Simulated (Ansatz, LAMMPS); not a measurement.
# Elastic response of 71TiO2-29Al2O3 (mol %) with crystalline order left by the classical run (122 atoms)

How stiff is 71TiO2-29Al2O3 (mol %) with crystalline order left by the classical run (122 atoms), and how do its levels respond to strain?

Method: Kohn-Sham DFT, PBE, PAW (set soft_2), plane waves, in Ansatz 0.2.0.

## Step 1: Starting point

The cell holds 122 atoms: 24 Ti, 20 Al and 78 O. Its edges and angles: a = 11.183 Å, b = 11.183 Å, c = 11.183 Å, α = 90.0°, β = 90.0°, γ = 90.0°. 122 atoms (24 Ti, 20 Al, 78 O) placed at random at 3.34 g/cm³, melted at 4000 K for 10 ps at fixed volume with the Morse and Coulomb pair potential with partial charges (Pedone, Malavasi, Menziani, Cormack and Segre, J. Phys. Chem. B 110, 11780 (2006)). Quenched from 4000 K to 300 K at 6 K/ps and fixed volume, held 10 ps at zero pressure, then minimised at fixed cell.

What the set-up can't give: The quench rate of 6 K/ps far exceeds what a furnace or splat quench reaches, so expect more defects and frozen-in strain than in a real sample. The network of bonds at the start is that of the classical potential that made the cell, and needn't be the one that DFT or experiment would give. Only the Γ point is sampled.

## Step 2: Single point at the start

The forces at the start show how far the geometry lies from a minimum of this functional.

input.yaml

```yaml
crystal:
  lattice:
    - [11.18334, 0.0, 0.0]
    - [0.0, 11.18334, 0.0]
    - [0.0, 0.0, 11.18334]
  atoms:
    - { symbol: Ti, position: [0.64426, 0.60566, 0.40166] }
    - { symbol: Ti, position: [0.0626, 0.0782, 0.6086] }
    - { symbol: Ti, position: [0.72404, 0.94581, 0.51702] }
    - { symbol: Ti, position: [0.40097, 0.55628, 0.57491] }
    - { symbol: Ti, position: [0.21366, 0.93942, 0.94202] }
    - { symbol: Ti, position: [0.91247, 0.46129, 0.30441] }
    - { symbol: Ti, position: [0.63526, 0.89055, 0.25819] }
    - { symbol: Ti, position: [0.4498, 0.3756, 0.83245] }
    - { symbol: Ti, position: [0.92147, 0.00762, 0.04886] }
    - { symbol: Ti, position: [0.37224, 0.76503, 0.15696] }
    - { symbol: Ti, position: [0.66208, 0.87903, 0.94196] }
    - { symbol: Ti, position: [0.19371, 0.6662, 0.87615] }
    - { symbol: Ti, position: [0.87426, 0.88924, 0.76095] }
    - { symbol: Ti, position: [0.21502, 0.21009, 0.25369] }
    - { symbol: Ti, position: [0.64758, 0.33339, 0.57296] }
    - { symbol: Ti, position: [0.72126, 0.53704, 0.93432] }
    - { symbol: Ti, position: [0.90249, 0.27709, 0.84326] }
    - { symbol: Ti, position: [0.93277, 0.12403, 0.31918] }
    - { symbol: Ti, position: [0.649, 0.11609, 0.7517] }
    - { symbol: Ti, position: [0.26266, 0.49014, 0.15034] }
    - { symbol: Ti, position: [0.17533, 0.41326, 0.43399] }
    - { symbol: Ti, position: [0.76212, 0.2919, 0.09118] }
    - { symbol: Ti, position: [0.36826, 0.07683, 0.60648] }
    - { symbol: Ti, position: [0.9694, 0.65129, 0.07924] }
    - { symbol: Al, position: [0.49963, 0.67144, 0.89842] }
    - { symbol: Al, position: [0.11884, 0.58677, 0.61791] }
    - { symbol: Al, position: [0.45218, 0.26353, 0.12073] }
    - { symbol: Al, position: [0.94846, 0.38696, 0.59425] }
    - { symbol: Al, position: [0.636, 0.19611, 0.31158] }
    - { symbol: Al, position: [0.65898, 0.61146, 0.66289] }
    - { symbol: Al, position: [0.89402, 0.71218, 0.5521] }
    - { symbol: Al, position: [0.21773, 0.9451, 0.3927] }
    [... 84 atom lines left out ...]
    - { symbol: O, position: [0.15459, 0.41898, 0.60696] }
    - { symbol: O, position: [0.46823, 0.26124, 0.94991] }
    - { symbol: O, position: [0.8491, 0.87557, 0.58996] }
    - { symbol: O, position: [0.40299, 0.23374, 0.28488] }
    - { symbol: O, position: [0.54543, 0.52049, 0.3025] }
    - { symbol: O, position: [0.8853, 0.57971, 0.96076] }
kpoints:
  mp_grid: { grid: [1, 1, 1] }
hamiltonian:
  xc: pbe
scf:
  occupations: { method: fixed }
output:
  forces: true
```

Run with:

```console
ansatz run input.yaml --threads 4 --pin off --max-ram 8192MiB --backend cpu --events-out ev --progress --plain --runs-dir out
```

Numbers of over 12 decimals in the logs are rounded to 6 here.

Log:

```text
[...]
Pseudopotentials: kind: paw
Pseudopotential: Ti, paw, valence charge 12, recommended cutoff 420 eV (normal), Ti.paw.azcp
Pseudopotential: Al, paw, valence charge 3, recommended cutoff 420 eV (normal), Al.paw.azcp
Pseudopotential: O, paw, valence charge 6, recommended cutoff 420 eV (normal), O.paw.azcp
[...]
Crystal: 122 atoms, lattice volume = 1398.668 Å³
Basis set: ecut = 420 eV, 27369 PW (Γ), exchange–correlation on 150×150×150 points (8 copies of the dense FFT grid, shifted against one another)
Bands: 530, of which v1, the nominal top of the filled ones, is band 408 counted from 1 (407 counted from 0)
Symmetry: 1 space group operations
Space group: P1 (ITA 1), of the structure as read, at distance tolerance 1.1e-4 Å
k-points: 1
[...]
Initial density: superposition of atomic densities (neutral atoms: chi_scale 0, normalization atom), corrected by the library's trained network
Initial wavefunctions: pseudopotential atomic-orbital guess
[...]
SCF iter   1: F=—  HF=-115158.204140 eV  |F-HF|=—  |Δ(HF+E_count)|=         —  Δρ=4.29e-3  dr2=2.20e-1  ethr=1.77e-3  ⟨swp⟩=4.0  Hψ=1578  notcnv=0  defer=119
preconditioner: auto → Resta (q_TF=auto, 2.494 Å⁻¹)  ε∞=6.1  [insulator: Δε(μ)=2.728 eV  Ē_g=10.949 eV  n_scr=364 (ndim 8)  ℏωp=24.8 eV  f_vac=0.056  ε∞_Penn≈6.1]
[...]
SCF iter  11: F=—  HF=-115158.183773 eV  |F-HF|=—  |Δ(HF+E_count)|=   7.30e-8  Δρ=2.59e-6  dr2=1.04e-7  ethr=9.05e-11  ⟨swp⟩=2.0  Hψ=684  notcnv=0  defer=114
SCF iter  12: F=-115158.183773 eV  HF=-115158.183773 eV  |F-HF|=1.06e-8  |Δ(HF+E_count)|=   4.68e-8  Δρ=1.42e-6  dr2=3.29e-8  ethr=1.23e-11  ⟨swp⟩=4.0  Hψ=1350  notcnv=0
SCF 1 converged in 12 iterations: F = -115158.183773 eV  dr2 = 3.29e-8
[...]
SCF converged after 12 iterations
Free energy (F): -115158.183773 eV
Harris-Foulkes:  -115158.183773 eV  (|F-HF|=1.06e-8)
Internal energy: -115158.183773 eV  (E = F + TS)
E sigma→0 (E₀):  -115158.183773 eV
Fermi energy:    6.244103 eV
--- Per-component energies (eV) ---
[...]
Σ components = -115158.183773   (vs F -115158.183773, Δ=0.00e0)
--- Forces (eV/Å), atoms counted from 1 ---
  atom   1  Ti    -1.20285761    -0.11985995    -0.20671628
  atom   2  Ti     0.55398023    -0.44477790     0.21034666
  atom   3  Ti    -1.05618467     0.23977740     0.97780973
  atom   4  Ti    -0.63935596     0.77113263    -0.55239724
[...]
atom 122  O     -0.28987451    -0.60020783    -1.81031869
  max |Σ_I F_I| component: 1.57e-4 eV/Å
```

Wall time 13 s (4 threads of Intel Xeon 6975P-C (Granite Rapids), shared host); peak memory 2.1 GiB; 44 s of CPU time.

The r.m.s. force at the start is 0.63 eV/Å.

## Step 3: Cell and atoms relaxed

The cell is relaxed with the atoms, since the starting lattice needn't suit this functional.

input.yaml

```yaml
crystal:
  lattice:
    - [11.18334, 0.0, 0.0]
    - [0.0, 11.18334, 0.0]
    - [0.0, 0.0, 11.18334]
  atoms:
    [... the 122 atom lines of step 2 ...]
kpoints:
  mp_grid: { grid: [1, 1, 1] }
hamiltonian:
  xc: pbe
scf:
  occupations: { method: fixed }
output:
  forces: true
relax:
  f_tol: 0.05
  max_steps: 150
  cell: {}
```

Log:

```text
[...]
Crystal: 122 atoms, lattice volume = 1398.668 Å³
Basis set: ecut = 420 eV, 27369 PW (Γ), exchange–correlation on 150×150×150 points (8 copies of the dense FFT grid, shifted against one another)
Bands: 530, of which v1, the nominal top of the filled ones, is band 408 counted from 1 (407 counted from 0)
Symmetry: 1 space group operations
[...]
k-points: 1
[...]
SCF iter   1: F=—  HF=-115158.204140 eV  |F-HF|=—  |Δ(HF+E_count)|=         —  Δρ=4.29e-3  dr2=2.20e-1  ethr=1.77e-3  ⟨swp⟩=4.0  Hψ=1578  notcnv=0  defer=119
[...]
SCF iter  11: F=—  HF=-115158.183773 eV  |F-HF|=—  |Δ(HF+E_count)|=   7.30e-8  Δρ=2.60e-6  dr2=1.04e-7  ethr=9.05e-11  ⟨swp⟩=2.0  Hψ=693  notcnv=0  defer=114
SCF iter  12: F=-115158.183773 eV  HF=-115158.183773 eV  |F-HF|=1.07e-8  |Δ(HF+E_count)|=   4.66e-8  Δρ=1.42e-6  dr2=3.29e-8  ethr=1.23e-11  ⟨swp⟩=4.0  Hψ=1350  notcnv=0
SCF 1 converged in 12 iterations: F = -115158.183773 eV  dr2 = 3.29e-8
[...]
relax step   1: F+E_penalty+E_count = -115158.18377296 eV  Δ(F+E_penalty+E_count) = +0.000e0 eV  max|allowed force component| = 1.810e0 eV/Å  Δτ_max = 0.0000 Å  P = +5.709 GPa  Ω = 1398.668 Å³  (12 SCF iters, dr2 threshold 1.00e-7 eV, accepted)
[... from here on, the SCF cycles and remarks between the steps are left out ...]
relax step   2: F+E_penalty+E_count = -115160.82211576 eV  Δ(F+E_penalty+E_count) = -2.638e0 eV  max|allowed force component| = 1.332e0 eV/Å  Δτ_max = 0.0979 Å  P = +1.925 GPa  Ω = 1412.364 Å³  energy of the carried Pulay correction = -5.523e-2 eV  (9 SCF iters, dr2 threshold 1.22e-5 eV, accepted)
relax step   3: F+E_penalty+E_count = -115162.15153957 eV  Δ(F+E_penalty+E_count) = -1.329e0 eV  max|allowed force component| = 7.119e-1 eV/Å  Δτ_max = 0.1246 Å  P = -0.574 GPa  Ω = 1417.995 Å³  energy of the carried Pulay correction = -7.778e-2 eV  (9 SCF iters, dr2 threshold 1.22e-5 eV, accepted)
relax step   4: F+E_penalty+E_count = -115162.85298669 eV  Δ(F+E_penalty+E_count) = -7.014e-1 eV  max|allowed force component| = 3.654e-1 eV/Å  Δτ_max = 0.2000 Å  P = -0.041 GPa  Ω = 1406.763 Å³  energy of the carried Pulay correction = -3.271e-2 eV  (9 SCF iters, dr2 threshold 1.22e-5 eV, accepted)
relax step   5: F+E_penalty+E_count = -115162.88295805 eV  Δ(F+E_penalty+E_count) = -2.997e-2 eV  max|allowed force component| = 7.251e-1 eV/Å  Δτ_max = 0.2000 Å  P = +0.127 GPa  Ω = 1403.962 Å³  energy of the carried Pulay correction = -2.141e-2 eV  (10 SCF iters, dr2 threshold 8.35e-6 eV, accepted)
relax step   6: F+E_penalty+E_count = -115163.11770347 eV  Δ(F+E_penalty+E_count) = -2.347e-1 eV  max|allowed force component| = 2.655e-1 eV/Å  Δτ_max = 0.2000 Å  P = +0.127 GPa  Ω = 1403.890 Å³  energy of the carried Pulay correction = -2.112e-2 eV  (9 SCF iters, dr2 threshold 1.22e-5 eV, accepted)
relax step   7: F+E_penalty+E_count = -115163.17749328 eV  Δ(F+E_penalty+E_count) = -5.979e-2 eV  max|allowed force component| = 2.866e-1 eV/Å  Δτ_max = 0.2000 Å  P = -0.019 GPa  Ω = 1402.699 Å³  energy of the carried Pulay correction = -1.631e-2 eV  (9 SCF iters, dr2 threshold 4.41e-6 eV, accepted)
relax step   8: F+E_penalty+E_count = -115163.24650752 eV  Δ(F+E_penalty+E_count) = -6.901e-2 eV  max|allowed force component| = 1.094e-1 eV/Å  Δτ_max = 0.2000 Å  P = +0.013 GPa  Ω = 1401.642 Å³  energy of the carried Pulay correction = -1.204e-2 eV  (9 SCF iters, dr2 threshold 5.13e-6 eV, accepted)
relax step   9: F+E_penalty+E_count = -115163.23690650 eV  Δ(F+E_penalty+E_count) = +9.601e-3 eV  max|allowed force component| = 3.859e-1 eV/Å  Δτ_max = 0.1989 Å  P = -0.019 GPa  Ω = 1400.221 Å³  energy of the carried Pulay correction = -6.290e-3 eV  (10 SCF iters, dr2 threshold 7.48e-7 eV, rejected (line search))
relax step  10: F+E_penalty+E_count = -115163.26821861 eV  Δ(F+E_penalty+E_count) = -2.171e-2 eV  max|allowed force component| = 3.397e-2 eV/Å  Δτ_max = 0.0994 Å  P = -0.006 GPa  Ω = 1400.977 Å³  energy of the carried Pulay correction = -9.351e-3 eV  (14 SCF iters, accepted)
relax step  11: F+E_penalty+E_count = -115163.30472162 eV  Δ(F+E_penalty+E_count) = -3.650e-2 eV  max|allowed force component| = 3.418e-2 eV/Å  Δτ_max = 0.0000 Å  P = +0.045 GPa  Ω = 1400.977 Å³  stress off target by 1.55e-1 GPa  SCF on the basis re-selected at this cell (its energy is not comparable with the rows above)  (8 SCF iters)
relax step  12: F+E_penalty+E_count = -115163.27047968 eV  Δ(F+E_penalty+E_count) = +3.424e-2 eV  max|allowed force component| = 1.419e-1 eV/Å  Δτ_max = 0.1000 Å  P = -0.027 GPa  Ω = 1402.053 Å³  energy of the carried Pulay correction = -3.893e-3 eV  (12 SCF iters, dr2 threshold 5.98e-8 eV, rejected (line search))
relax step  13: F+E_penalty+E_count = -115163.30594463 eV  Δ(F+E_penalty+E_count) = -1.223e-3 eV  max|allowed force component| = 6.564e-2 eV/Å  Δτ_max = 0.0478 Å  P = -0.043 GPa  Ω = 1401.565 Å³  energy of the carried Pulay correction = -2.234e-3 eV  (15 SCF iters, accepted)
relax step  14: F+E_penalty+E_count = -115163.30636559 eV  Δ(F+E_penalty+E_count) = -4.210e-4 eV  max|allowed force component| = 8.188e-2 eV/Å  Δτ_max = 0.0191 Å  P = +0.009 GPa  Ω = 1401.493 Å³  energy of the carried Pulay correction = -1.942e-3 eV  (9 SCF iters, dr2 threshold 2.69e-7 eV, accepted)
relax step  15: F+E_penalty+E_count = -115163.30715952 eV  Δ(F+E_penalty+E_count) = -7.939e-4 eV  max|allowed force component| = 4.181e-2 eV/Å  Δτ_max = 0.0147 Å  P = -0.011 GPa  Ω = 1401.583 Å³  energy of the carried Pulay correction = -2.296e-3 eV  (8 SCF iters, dr2 threshold 4.19e-7 eV, accepted)
relax step  16: F+E_penalty+E_count = -115163.30908908 eV  Δ(F+E_penalty+E_count) = -1.930e-3 eV  max|allowed force component| = 4.186e-2 eV/Å  Δτ_max = 0.0000 Å  P = -0.010 GPa  Ω = 1401.583 Å³  stress off target by 1.83e-2 GPa  SCF on the basis re-selected at this cell (its energy is not comparable with the rows above)  (8 SCF iters)
[...]
SCF converged after 8 iterations
Free energy (F): -115163.309089 eV
[...]
Internal energy: -115163.309089 eV  (E = F + TS)
E sigma→0 (E₀):  -115163.309089 eV
Fermi energy:    6.165287 eV
[...]
Σ components = -115163.309089   (vs F -115163.309089, Δ=0.00e0)
--- Forces (eV/Å), atoms counted from 1 ---
  atom   1  Ti    -0.00250581    -0.00670398    -0.00832171
  atom   2  Ti     0.00343202     0.01567803    -0.01076463
  atom   3  Ti    -0.02213294     0.01837763    -0.00971209
  atom   4  Ti    -0.00286720     0.00239874    -0.00499560
[...]
atom 122  O      0.00478584    -0.00299773     0.00264711
  max |Σ_I F_I| component: 7.98e-5 eV/Å
--- Stress (GPa, compression-positive) ---
       -0.015990       0.001642       0.001530
        0.001641      -0.015787       0.006180
        0.001534       0.006182       0.001871
  P = ⅓ Tr σ = -0.0100 GPa (-0.100 kbar)
--- Relaxed structure (14 steps of the walk, 12 accepted, 2 SCFs on fresh bases) ---
  F+E_penalty+E_count = -115163.30908908 eV   max|allowed force component| = 4.186e-2 eV/Å   (the final SCF, on the basis selected at the relaxed cell)
  cell:  # Å, volume = 1401.5831 Å³
    - [11.233919, 0.126031, -0.062518]
    - [0.126031, 11.058648, 0.129355]
    - [-0.062518, 0.129355, 11.285306]
  atoms:
    - { symbol: Ti, position: [0.635492, 0.607255, 0.399175] }
    - { symbol: Ti, position: [0.069331, 0.079125, 0.612400] }
    - { symbol: Ti, position: [0.709142, 0.985237, 0.492652] }
    - { symbol: Ti, position: [0.409185, 0.552528, 0.571377] }
[...]
- { symbol: O, position: [0.893705, 0.598842, 0.943387] }
```

Run time: 2.6 min. Hardware: 4 threads; peak memory 2.2 GiB.

The relaxation converged after 14 steps, with a largest force component of 0.042 eV/Å.

## Step 4: Single point at the relaxed geometry

One more single point at the end of the walk gives the fuller output and checks the residual forces.

input.yaml

```yaml
crystal:
  lattice:
    - [11.23392, 0.12603, -0.06252]
    - [0.12603, 11.05865, 0.12936]
    - [-0.06252, 0.12936, 11.28531]
  atoms:
    - { symbol: Ti, position: [0.63549, 0.60725, 0.39917] }
    - { symbol: Ti, position: [0.06933, 0.07912, 0.6124] }
    - { symbol: Ti, position: [0.70914, 0.98524, 0.49265] }
    - { symbol: Ti, position: [0.40919, 0.55253, 0.57138] }
    - { symbol: Ti, position: [0.20556, 0.9194, 0.94353] }
    - { symbol: Ti, position: [0.90923, 0.45602, 0.30394] }
    [... 110 atom lines left out ...]
    - { symbol: O, position: [0.1483, 0.41877, 0.60828] }
    - { symbol: O, position: [0.46102, 0.24767, 0.95293] }
    - { symbol: O, position: [0.83138, 0.90332, 0.57378] }
    - { symbol: O, position: [0.41284, 0.22332, 0.28228] }
    - { symbol: O, position: [0.5512, 0.51288, 0.30553] }
    - { symbol: O, position: [0.89371, 0.59884, 0.94339] }
kpoints:
  mp_grid: { grid: [1, 1, 1] }
hamiltonian:
  xc: pbe
scf:
  occupations: { method: fixed }
output:
  forces: true
  stress: true
  populations: true
  dos:
    method: { smearing: { sigma: 0.08 } }
    de: 0.1
    projected: { site_lists: { Al: [Al], O: [O], Ti: [Ti] } }
  eigenvalues: true
  write_density: true
  write_potential: true
  volumetric_format: npy
  elf: true
```

Log:

```text
[...]
Crystal: 122 atoms, lattice volume = 1401.584 Å³
Basis set: ecut = 420 eV, 27415 PW (Γ), exchange–correlation on 160×150×160 points (8 copies of the dense FFT grid, shifted against one another)
Bands: 530, of which v1, the nominal top of the filled ones, is band 408 counted from 1 (407 counted from 0)
Symmetry: 1 space group operations
[...]
k-points: 1
[...]
SCF iter   1: F=—  HF=-115163.327116 eV  |F-HF|=—  |Δ(HF+E_count)|=         —  Δρ=4.29e-3  dr2=2.14e-1  ethr=1.77e-3  ⟨swp⟩=4.0  Hψ=1764  notcnv=0  defer=116
[...]
SCF iter  12: F=-115163.309085 eV  HF=-115163.309085 eV  |F-HF|=1.34e-8  |Δ(HF+E_count)|=   4.57e-8  Δρ=1.49e-6  dr2=3.36e-8  ethr=1.23e-11  ⟨swp⟩=15.0  Hψ=3815  notcnv=0
SCF 1 converged in 12 iterations: F = -115163.309085 eV  dr2 = 3.36e-8
[...]
SCF converged after 12 iterations
Free energy (F): -115163.309085 eV
[...]
Internal energy: -115163.309085 eV  (E = F + TS)
E sigma→0 (E₀):  -115163.309085 eV
Fermi energy:    6.165076 eV
[...]
--- Forces (eV/Å), atoms counted from 1 ---
  atom   1  Ti    -0.00130919    -0.00512188    -0.00732094
  atom   2  Ti     0.00388123     0.01692973    -0.01178795
  atom   3  Ti    -0.02088596     0.01746408    -0.00939237
  atom   4  Ti    -0.00425296     0.00230093    -0.00569985
  atom   5  Ti     0.03895179    -0.00805610     0.00346583
  atom   6  Ti    -0.00267416    -0.00310197     0.02266799
  atom   7  Ti    -0.00799432    -0.00791771     0.01310221
  atom   8  Ti    -0.00862544    -0.00668128     0.00548888
  atom   9  Ti     0.00792142     0.00479755    -0.00885694
  atom  10  Ti    -0.00322031    -0.00440761    -0.00357311
  atom  11  Ti    -0.00245919    -0.00416287     0.02055721
  atom  12  Ti     0.01002361    -0.01058783    -0.00078109
  atom  13  Ti    -0.01066707     0.00129307    -0.01563546
  atom  14  Ti     0.01593712    -0.00362532     0.00313144
[...]
atom 121  O     -0.00037312    -0.00127939    -0.00237413
  atom 122  O      0.00387782    -0.00337278     0.00164645
  max |Σ_I F_I| component: 1.43e-4 eV/Å
--- Stress (GPa, compression-positive) ---
       -0.017129       0.001604       0.000711
        0.001603      -0.015256       0.006605
        0.000714       0.006607       0.001926
  P = ⅓ Tr σ = -0.0102 GPa (-0.102 kbar)
--- Band table (eV) ---
[...]
--- Löwdin populations: 122 sites ---
  site symbol       q [e]
     0     Ti     10.5970
     1     Ti     10.5890
     2     Ti     10.5994
[...]
121      O      6.6821
  spilling = 0.004983 (of n_electrons = 816.000000)
```

The job ended after 17 s (4 threads; peak memory 2.3 GiB).

Read from the output:

| Quantity | Value |
| --- | --- |
| free energy | -115163.3091 eV |
| free energy per atom | -943.9615 eV/atom |
| SCF cycles | 12 |
| pressure | -0.01015 GPa |
| r.m.s. force component | 0.00872 eV/Å |
| longest force | 0.04916 eV/Å |
| Fermi energy | 6.165 eV |
| gap (highest filled to lowest empty level) | 2.615 eV |
| spilling of the projection | 0.004983 |

(Part 1 of 3 ends here.)

[Logs are printed without paths, hosts, clocks, repeated set-up lines and the standing remarks that a program may print on its own settings, such as how far it seeks lower states.]

[Hosts, paths, dates, database ids (printed as entryN), source tags and the programs' standing remarks are cut or masked in the printed files.]
